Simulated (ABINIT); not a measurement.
# LiHF2 (C2/m): a self-consistent loop beyond G0W0, cycle by cycle, part 2 of 3

Wanted: G0W0 and self-consistent gaps of LiHF2 (C2/m), with the cost of the cycles.

ABINIT 10.8.3; PBEsol and many-body steps on it, plane waves. Known limits of the many-body steps: not at the basis limit; coarse k mesh.

So far. Step 5 (evGW0, cycle 1): Against G0W0 in ABINIT (4×4×2 mesh, 30 bands, screening to 106.1 eV, Godby-Needs plasmon pole), the gap moves by +0.644 eV. This first cycle still uses the starting levels; it takes the full correction, at all points of the mesh, and its linearised value is 12.639 eV. Step 6 (evGW0, cycle 2): Against the cycle before, the gap moves by −0.046 eV.

## Step 7: evGW0, cycle 3

Level of this step: evGW0 on PBEsol, plane waves, norm-conserving pseudopotentials (ABINIT).

Contents of run.abi:

```
acell 3*1.0 Angstrom
rprim 
  2.547496000000 -1.534899000000 0.000000000000
  2.547496000000 1.534899000000 0.000000000000
  -2.526944000000 -0.000000000000 4.201520000000
ntypat 3
znucl 3 1 9
natom 4
typat 1 2 3 3
xred 
  0.000000000000 0.000000000000 0.000000000000
  0.000000000000 0.000000000000 0.500000000000
  0.209803000000 0.209803000000 0.750702000000
  0.790197000000 0.790197000000 0.249298000000
pp_dirpath "pseudos"
pseudos "Li.upf, H.upf, F.upf"
ecut 36
ngkpt 4 4 2
nshiftk 1
shiftk 0 0 0
kptopt 1
chksymbreak 0
istwfk *1
occopt 1
irdwfk 1
optdriver 4
nband 30
gwcalctyp 10
ecutsigx 36
symsigma 1
nkptgw 14
kptgw 
  0.0000000000 0.0000000000 0.0000000000
  0.2500000000 0.0000000000 0.0000000000
  0.5000000000 0.0000000000 0.0000000000
  0.2500000000 0.2500000000 0.0000000000
  0.5000000000 0.2500000000 0.0000000000
  -0.2500000000 0.2500000000 0.0000000000
  0.5000000000 0.5000000000 0.0000000000
  0.0000000000 0.0000000000 0.5000000000
  0.2500000000 0.0000000000 0.5000000000
  0.5000000000 0.0000000000 0.5000000000
  0.2500000000 0.2500000000 0.5000000000
  0.5000000000 0.2500000000 0.5000000000
  -0.2500000000 0.2500000000 0.5000000000
  0.5000000000 0.5000000000 0.5000000000
bdgw 
  1 13
  1 13
  1 13
  1 13
  1 13
  1 13
  1 13
  1 13
  1 13
  1 13
  1 13
  1 13
  1 13
  1 13
ecuteps 3.9
irdscr 1
ppmodel 1
irdqps 1
indata_prefix "in"
outdata_prefix "out"
tmpdata_prefix "tmp"
```

Launch:

```bash
$ OMP_NUM_THREADS=1 mpirun -n 4 abinit run.abi > log
```

Output:

```text
.Version 10.8.3 of ABINIT. v10.8.2 released Aug 2026.

 Symmetries : space group C2/m (# 12); Bravais mC (1-face-center monocl.)
[... echo of the input left out ...]
== DATASET  1 ==================================================================
-   mpi_nproc: 4, omp_nthreads: 1 (-1 if OMP is not activated)

--- !DatasetInfo
iteration_state: {dtset: 1, }
dimensions: {natom: 4, nkpt: 14, mband: 30, nsppol: 1, nspinor: 1, nspden: 1, mpw: 2327, }
cutoff_energies: {ecut:  36.0, pawecutdg:  -1.0, }
[...]
.  kptgw no:  3; Maximum DeltaE = (  -0.251  -0.009) for band index:  3
[...]
.  kptgw no: 13; Maximum DeltaE = (  -0.266  -0.069) for band index:  3
.  kptgw no: 14; Maximum DeltaE = (  -0.336  -0.080) for band index:  3

== END DATASET(S) ==============================================================
================================================================================

 -outvars: echo values of variables after computation  --------
           etotal      0.0000000000E+00
            nband          30
             nkpt          14
          spgroup          12
 [... the other variables as echoed above ...]

 Calculation completed.
```

Wall time 24 s (4 MPI ranks of Arm Neoverse V1, shared host); peak memory 0.91 GiB.

This step gave:

* quasiparticle gap on the mesh: 13.23 eV
* gap of the density functional on the mesh: 8.408 eV
* k of the valence top: 0, 0, 0
* k of the conduction bottom: 0, 0, 0
* least direct quasiparticle gap on the computed points: 13.23 eV

Against the cycle before, the gap moves by −0.008 eV.

## Step 8: Screening, 4×4×2 mesh, 30 bands, screening to 106.1 eV

This step: RPA screening on PBEsol, plane waves, norm-conserving pseudopotentials.

Contents of run.abi:

```
acell 3*1.0 Angstrom
rprim 
  2.547496000000 -1.534899000000 0.000000000000
  2.547496000000 1.534899000000 0.000000000000
  -2.526944000000 -0.000000000000 4.201520000000
ntypat 3
znucl 3 1 9
natom 4
typat 1 2 3 3
xred 
  0.000000000000 0.000000000000 0.000000000000
  0.000000000000 0.000000000000 0.500000000000
  0.209803000000 0.209803000000 0.750702000000
  0.790197000000 0.790197000000 0.249298000000
pp_dirpath "pseudos"
pseudos "Li.upf, H.upf, F.upf"
ecut 36
ngkpt 4 4 2
nshiftk 1
shiftk 0 0 0
kptopt 1
chksymbreak 0
istwfk *1
occopt 1
irdwfk 1
optdriver 3
nband 30
ecuteps 3.9
inclvkb 2
awtr 1
symchi 1
gwcalctyp 10
mbpt_sciss 5.347 eV
nqptdm 1
qptdm 
  0 0 0
indata_prefix "in"
outdata_prefix "out"
tmpdata_prefix "tmp"
```

Output:

```text
.Version 10.8.3 of ABINIT. v10.8.2 released Aug 2026.

 Symmetries : space group C2/m (# 12); Bravais mC (1-face-center monocl.)
[... echo of the input left out ...]
== DATASET  1 ==================================================================
-   mpi_nproc: 4, omp_nthreads: 1 (-1 if OMP is not activated)

--- !DatasetInfo
iteration_state: {dtset: 1, }
dimensions: {natom: 4, nkpt: 14, mband: 30, nsppol: 1, nspinor: 1, nspden: 1, mpw: 2327, }
cutoff_energies: {ecut:  36.0, pawecutdg:  -1.0, }
electrons: {nelect:   1.80000000E+01, charge:   0.00000000E+00, occopt:   1.00000000E+00, tsmear:   1.00000000E-02, }

 SCREENING: Calculation of the susceptibility and dielectric matrices

 Based on a program developped by R.W. Godby, V. Olevano, G. Onida, and L. Reining.
 Incorporated in ABINIT by V. Olevano, G.-M. Rignanese, and M. Torrent.
.Using double precision arithmetic ; gwpc =  8

[... cell and pseudopotentials left out ...]
--------------------------------------------------------------------------------

 ==== K-mesh for the wavefunctions ====
 Number of points in the irreducible wedge :    14
[... list of points left out ...]
 Together with  4 symmetry operations and time-reversal symmetry
 yields    32 points in the full Brillouin Zone.

 ==== Q-mesh for the screening function ====
 Number of points in the irreducible wedge :    14
[... list of points left out ...]
 Together with  4 symmetry operations and time-reversal symmetry
 yields    32 points in the full Brillouin Zone.

 setmesh: FFT mesh size selected  =    20x   20x   30
          total number of points  =        12000

 vcoul_init : cutoff-mode = AUXILIARY_FUNCTION
 q-points for optical limit:   1
     1)      0.000010    0.000020    0.000030

 Dielectric matrix will be calculated only for some
 selected q points provided by the user through the input variables
 nqptdm and qptdm

- screening: taking advantage of time-reversal symmetry
- Maximum band index for partially occupied states nbvw = 9
- Remaining bands to be divided among processors   nbcw = 21
- Number of bands treated by each node ~5

 rdqps: reading QP wavefunctions of the previous step
        looking for file in_QPS
 file not found, 1st iteration initialized with KS eigenelements

 screening : performing a first self-consistency
 update of the energies in W by a scissor operator
 applying a scissor operator of [eV] :   5.347

 Number of electrons calculated from density =   18.0000; Expected =   18.0000
 average of density, n =  0.081179
 r_s =    1.4327
 omega_plasma =   27.4839 [eV]

 calculating chi0 at frequencies [eV] :
  1    0.000000E+00    0.000000E+00
  2    0.000000E+00    2.748392E+01

--------------------------------------------------------------------------------
  q-point number  1        q = ( 0.000000, 0.000000, 0.000000) [r.l.u.]
--------------------------------------------------------------------------------
[... chi0 elements left out ...]
 For q-point:  0.000010 0.000020 0.000030
  dielectric constant =   1.7978
  dielectric constant without local fields =   1.8551

  Average fulfillment of the sum rule on Im[epsilon] for q-point    1 :     35.64  [%]
[... wings left out ...]
== END DATASET(S) ==============================================================
================================================================================

 -outvars: echo values of variables after computation  --------
           etotal      0.0000000000E+00
            nband          30
             nkpt          14
          spgroup          12
 [... the other variables as echoed above ...]

 Calculation completed.
```

Wall time 3.1 s (4 MPI ranks); peak memory 0.23 GiB; 12 s of CPU time.

Numbers from this step:

```
ε∞ with local fields, on this mesh, along the program's q direction : 1.798
the same without local fields                                       : 1.855
plasma frequency                                                    : 27.48 eV
plane waves in the screening matrix                                 : 89
```

This screening uses the functional's bands under a rigid shift, the mean opening of the cycle before.

## Step 9: Screening, 4×4×2 mesh, 30 bands, screening to 106.1 eV

This step: RPA screening on PBEsol from quasiparticle energies, plane waves, norm-conserving pseudopotentials.

Changes to run.abi since step 8:

```diff
@@ -31,7 +31,19 @@
 symchi 1
+irdqps 1
 gwcalctyp 10
-mbpt_sciss 5.347 eV
-nqptdm 1
+nqptdm 13
 qptdm 
-  0 0 0
+  0.2500000000 0.0000000000 0.0000000000
+  0.5000000000 0.0000000000 0.0000000000
+  0.2500000000 0.2500000000 0.0000000000
+  0.5000000000 0.2500000000 0.0000000000
+  -0.2500000000 0.2500000000 0.0000000000
+  0.5000000000 0.5000000000 0.0000000000
+  0.0000000000 0.0000000000 0.5000000000
+  0.2500000000 0.0000000000 0.5000000000
+  0.5000000000 0.0000000000 0.5000000000
+  0.2500000000 0.2500000000 0.5000000000
+  0.5000000000 0.2500000000 0.5000000000
+  -0.2500000000 0.2500000000 0.5000000000
+  0.5000000000 0.5000000000 0.5000000000
 indata_prefix "in"
```

Contents of mrgscr.stdin:

```
2
merged
q0_SCR
out_SCR
1
```

Launch:

```bash
$ OMP_NUM_THREADS=1 mpirun -n 4 abinit run.abi > log; mrgscr < mrgscr.stdin
```

Output:

```text
.Version 10.8.3 of ABINIT. v10.8.2 released Aug 2026.

 Symmetries : space group C2/m (# 12); Bravais mC (1-face-center monocl.)
[... echo of the input left out ...]
== DATASET  1 ==================================================================
-   mpi_nproc: 4, omp_nthreads: 1 (-1 if OMP is not activated)

--- !DatasetInfo
iteration_state: {dtset: 1, }
dimensions: {natom: 4, nkpt: 14, mband: 30, nsppol: 1, nspinor: 1, nspden: 1, mpw: 2327, }
cutoff_energies: {ecut:  36.0, pawecutdg:  -1.0, }
[...]
q-point number  1        q = ( 0.250000, 0.000000, 0.000000) [r.l.u.]
--------------------------------------------------------------------------------
[... chi0 elements left out ...]
  Average fulfillment of the sum rule on Im[epsilon] for q-point    2 :     51.44  [%]

--------------------------------------------------------------------------------
  q-point number  2        q = ( 0.500000, 0.000000, 0.000000) [r.l.u.]
--------------------------------------------------------------------------------
[... chi0 elements left out ...]
  Average fulfillment of the sum rule on Im[epsilon] for q-point    3 :     42.37  [%]

 [... 11 further q-points ...]
```

It took 5.4 s on 4 MPI ranks; peak memory 0.41 GiB.

This step gave:

```
plasma frequency                    : 27.48 eV
plane waves in the screening matrix : 89
```

This screening reads the quasiparticle levels of the cycle before.

## Step 10: evGW, cycle 1

This step: evGW on PBEsol, plane waves, norm-conserving pseudopotentials.

Changes to run.abi since step 9:

```diff
@@ -25,12 +25,10 @@
 irdwfk 1
-optdriver 3
+optdriver 4
 nband 30
-ecuteps 3.9
-inclvkb 2
-awtr 1
-symchi 1
-irdqps 1
 gwcalctyp 10
-nqptdm 13
-qptdm 
+ecutsigx 36
+symsigma 1
+nkptgw 14
+kptgw 
+  0.0000000000 0.0000000000 0.0000000000
   0.2500000000 0.0000000000 0.0000000000
@@ -48,2 +46,21 @@
   0.5000000000 0.5000000000 0.5000000000
+bdgw 
+  1 13
+  1 13
+  1 13
+  1 13
+  1 13
+  1 13
+  1 13
+  1 13
+  1 13
+  1 13
+  1 13
+  1 13
+  1 13
+  1 13
+ecuteps 3.9
+irdscr 1
+ppmodel 1
+irdqps 1
 indata_prefix "in"
```

Launch:

```bash
$ OMP_NUM_THREADS=1 mpirun -n 4 abinit run.abi > log
```

Output:

```text
.Version 10.8.3 of ABINIT. v10.8.2 released Aug 2026.

 Symmetries : space group C2/m (# 12); Bravais mC (1-face-center monocl.)
[... echo of the input left out ...]
== DATASET  1 ==================================================================
-   mpi_nproc: 4, omp_nthreads: 1 (-1 if OMP is not activated)

--- !DatasetInfo
iteration_state: {dtset: 1, }
dimensions: {natom: 4, nkpt: 14, mband: 30, nsppol: 1, nspinor: 1, nspden: 1, mpw: 2327, }
cutoff_energies: {ecut:  36.0, pawecutdg:  -1.0, }
[...]
.  kptgw no:  3; Maximum DeltaE = (  -1.308   0.000) for band index:  2
[...]
.  kptgw no: 13; Maximum DeltaE = (  -1.346  -0.010) for band index:  2
.  kptgw no: 14; Maximum DeltaE = (  -1.195  -0.001) for band index:  2

== END DATASET(S) ==============================================================
================================================================================

 -outvars: echo values of variables after computation  --------
           etotal      0.0000000000E+00
            nband          30
             nkpt          14
          spgroup          12
 [... the other variables as echoed above ...]

 Calculation completed.
```

Wall time 24 s (4 MPI ranks); peak memory 0.91 GiB.

Numbers from this step:

```
quasiparticle gap on the mesh                         : 14.06 eV
gap of the density functional on the mesh             : 8.408 eV
k of the valence top                                  : 0, 0, 0
k of the conduction bottom                            : 0, 0, 0
least direct quasiparticle gap on the computed points : 14.06 eV
```

Against G0W0 in ABINIT (4×4×2 mesh, 30 bands, screening to 106.1 eV, Godby-Needs plasmon pole), the gap moves by +1.423 eV.

## Step 11: Screening, 4×4×2 mesh, 30 bands, screening to 106.1 eV

This step: RPA screening on PBEsol, plane waves, norm-conserving pseudopotentials.

Contents of run.abi:

```
acell 3*1.0 Angstrom
rprim 
  2.547496000000 -1.534899000000 0.000000000000
  2.547496000000 1.534899000000 0.000000000000
  -2.526944000000 -0.000000000000 4.201520000000
ntypat 3
znucl 3 1 9
natom 4
typat 1 2 3 3
xred 
  0.000000000000 0.000000000000 0.000000000000
  0.000000000000 0.000000000000 0.500000000000
  0.209803000000 0.209803000000 0.750702000000
  0.790197000000 0.790197000000 0.249298000000
pp_dirpath "pseudos"
pseudos "Li.upf, H.upf, F.upf"
ecut 36
ngkpt 4 4 2
nshiftk 1
shiftk 0 0 0
kptopt 1
chksymbreak 0
istwfk *1
occopt 1
irdwfk 1
optdriver 3
nband 30
ecuteps 3.9
inclvkb 2
awtr 1
symchi 1
gwcalctyp 10
mbpt_sciss 6.239 eV
nqptdm 1
qptdm 
  0 0 0
indata_prefix "in"
outdata_prefix "out"
tmpdata_prefix "tmp"
```

Output:

```text
.Version 10.8.3 of ABINIT. v10.8.2 released Aug 2026.

 Symmetries : space group C2/m (# 12); Bravais mC (1-face-center monocl.)
[... echo of the input left out ...]
== DATASET  1 ==================================================================
-   mpi_nproc: 4, omp_nthreads: 1 (-1 if OMP is not activated)

--- !DatasetInfo
iteration_state: {dtset: 1, }
dimensions: {natom: 4, nkpt: 14, mband: 30, nsppol: 1, nspinor: 1, nspden: 1, mpw: 2327, }
cutoff_energies: {ecut:  36.0, pawecutdg:  -1.0, }
[...]
[... chi0 elements left out ...]
 For q-point:  0.000010 0.000020 0.000030
  dielectric constant =   1.7679
  dielectric constant without local fields =   1.8217

  Average fulfillment of the sum rule on Im[epsilon] for q-point    1 :     36.56  [%]
[... wings left out ...]
== END DATASET(S) ==============================================================
================================================================================

 -outvars: echo values of variables after computation  --------
           etotal      0.0000000000E+00
            nband          30
             nkpt          14
          spgroup          12
 [... the other variables as echoed above ...]

 Calculation completed.
```

The job ended after 3.1 s (4 MPI ranks; peak memory 0.24 GiB; 12 s of CPU time).

This step gave:

```yaml
eps_infinity_with_local_fields_on_this_mesh_along_the_program_s_q_direction: 1.768
the_same_without_local_fields: 1.822
plasma_frequency: 27.48 eV
plane_waves_in_the_screening_matrix: 89
```

This screening uses the functional's bands under a rigid shift, the mean opening of the cycle before.

## Step 12: Screening, 4×4×2 mesh, 30 bands, screening to 106.1 eV

This step: RPA screening on PBEsol from quasiparticle energies, plane waves, norm-conserving pseudopotentials.

Changes to run.abi since step 11:

```diff
@@ -31,7 +31,19 @@
 symchi 1
+irdqps 1
 gwcalctyp 10
-mbpt_sciss 6.239 eV
-nqptdm 1
+nqptdm 13
 qptdm 
-  0 0 0
+  0.2500000000 0.0000000000 0.0000000000
+  0.5000000000 0.0000000000 0.0000000000
+  0.2500000000 0.2500000000 0.0000000000
+  0.5000000000 0.2500000000 0.0000000000
+  -0.2500000000 0.2500000000 0.0000000000
+  0.5000000000 0.5000000000 0.0000000000
+  0.0000000000 0.0000000000 0.5000000000
+  0.2500000000 0.0000000000 0.5000000000
+  0.5000000000 0.0000000000 0.5000000000
+  0.2500000000 0.2500000000 0.5000000000
+  0.5000000000 0.2500000000 0.5000000000
+  -0.2500000000 0.2500000000 0.5000000000
+  0.5000000000 0.5000000000 0.5000000000
 indata_prefix "in"
```

mrgscr.stdin is that of step 9.

Launch:

```bash
$ OMP_NUM_THREADS=1 mpirun -n 4 abinit run.abi > log; mrgscr < mrgscr.stdin
```

Output:

```text
.Version 10.8.3 of ABINIT. v10.8.2 released Aug 2026.

 Symmetries : space group C2/m (# 12); Bravais mC (1-face-center monocl.)
[... echo of the input left out ...]
== DATASET  1 ==================================================================
-   mpi_nproc: 4, omp_nthreads: 1 (-1 if OMP is not activated)

--- !DatasetInfo
iteration_state: {dtset: 1, }
dimensions: {natom: 4, nkpt: 14, mband: 30, nsppol: 1, nspinor: 1, nspden: 1, mpw: 2327, }
cutoff_energies: {ecut:  36.0, pawecutdg:  -1.0, }
[...]
q-point number  1        q = ( 0.250000, 0.000000, 0.000000) [r.l.u.]
--------------------------------------------------------------------------------
[... chi0 elements left out ...]
  Average fulfillment of the sum rule on Im[epsilon] for q-point    2 :     52.75  [%]

--------------------------------------------------------------------------------
  q-point number  2        q = ( 0.500000, 0.000000, 0.000000) [r.l.u.]
--------------------------------------------------------------------------------
[... chi0 elements left out ...]
  Average fulfillment of the sum rule on Im[epsilon] for q-point    3 :     43.38  [%]

 [... 11 further q-points ...]
```

The job ended after 5.3 s (4 MPI ranks; peak memory 0.41 GiB).

Numbers from this step:

```yaml
plasma_frequency: 27.48 eV
plane_waves_in_the_screening_matrix: 89
```

This screening reads the quasiparticle levels of the cycle before.

## Step 13: evGW, cycle 2

This step: evGW on PBEsol, plane waves, norm-conserving pseudopotentials.

Changes to run.abi since step 12:

```diff
@@ -25,12 +25,10 @@
 irdwfk 1
-optdriver 3
+optdriver 4
 nband 30
-ecuteps 3.9
-inclvkb 2
-awtr 1
-symchi 1
-irdqps 1
 gwcalctyp 10
-nqptdm 13
-qptdm 
+ecutsigx 36
+symsigma 1
+nkptgw 14
+kptgw 
+  0.0000000000 0.0000000000 0.0000000000
   0.2500000000 0.0000000000 0.0000000000
@@ -48,2 +46,21 @@
   0.5000000000 0.5000000000 0.5000000000
+bdgw 
+  1 13
+  1 13
+  1 13
+  1 13
+  1 13
+  1 13
+  1 13
+  1 13
+  1 13
+  1 13
+  1 13
+  1 13
+  1 13
+  1 13
+ecuteps 3.9
+irdscr 1
+ppmodel 1
+irdqps 1
 indata_prefix "in"
```

Launch:

```bash
$ OMP_NUM_THREADS=1 mpirun -n 4 abinit run.abi > log
```

Output:

```text
.Version 10.8.3 of ABINIT. v10.8.2 released Aug 2026.

 Symmetries : space group C2/m (# 12); Bravais mC (1-face-center monocl.)
[... echo of the input left out ...]
== DATASET  1 ==================================================================
-   mpi_nproc: 4, omp_nthreads: 1 (-1 if OMP is not activated)

--- !DatasetInfo
iteration_state: {dtset: 1, }
dimensions: {natom: 4, nkpt: 14, mband: 30, nsppol: 1, nspinor: 1, nspden: 1, mpw: 2327, }
cutoff_energies: {ecut:  36.0, pawecutdg:  -1.0, }
[...]
.  kptgw no:  3; Maximum DeltaE = (  -0.073  -0.006) for band index:  3
[...]
.  kptgw no: 13; Maximum DeltaE = (  -0.072  -0.026) for band index:  3
.  kptgw no: 14; Maximum DeltaE = (  -0.105  -0.036) for band index:  3

== END DATASET(S) ==============================================================
================================================================================

 -outvars: echo values of variables after computation  --------
           etotal      0.0000000000E+00
            nband          30
             nkpt          14
          spgroup          12
 [... the other variables as echoed above ...]

 Calculation completed.
```

Elapsed: 24 s, on 4 MPI ranks; peak memory 0.91 GiB; 94 s of CPU time.

This step gave:

```yaml
quasiparticle_gap_on_the_mesh: 14.17 eV
gap_of_the_density_functional_on_the_mesh: 8.408 eV
k_of_the_valence_top: 0, 0, 0
k_of_the_conduction_bottom: 0, 0, 0
least_direct_quasiparticle_gap_on_the_computed_points: 14.17 eV
```

Against the cycle before, the gap moves by +0.108 eV.

(Part 2 of 3 ends here.)

[Paths, hosts, dates, memory and timing lines, banners, echoed tables and standing remarks are left out of the program output.]

[Logs are printed without paths, hosts, clocks, repeated set-up lines and the standing remarks that a program may print on its own settings, such as how far it seeks lower states.]

[Runs of the session that timed out or met a known fault of the program may be left out.]

[Hosts, paths, dates, database ids (printed as entryN), source tags and the programs' standing remarks are cut or masked in the printed files.]

[G0W0 gaps are taken among the corrected bands and points alone; a level outside them can change the order at an edge.]

[Where Ansatz stands beside ABINIT at settings called matched, ABINIT's density can come from a denser mesh and the files from another edition; pairs whose starting gaps differed by over 0.03 eV were left out, so agreement reads better than it is.]
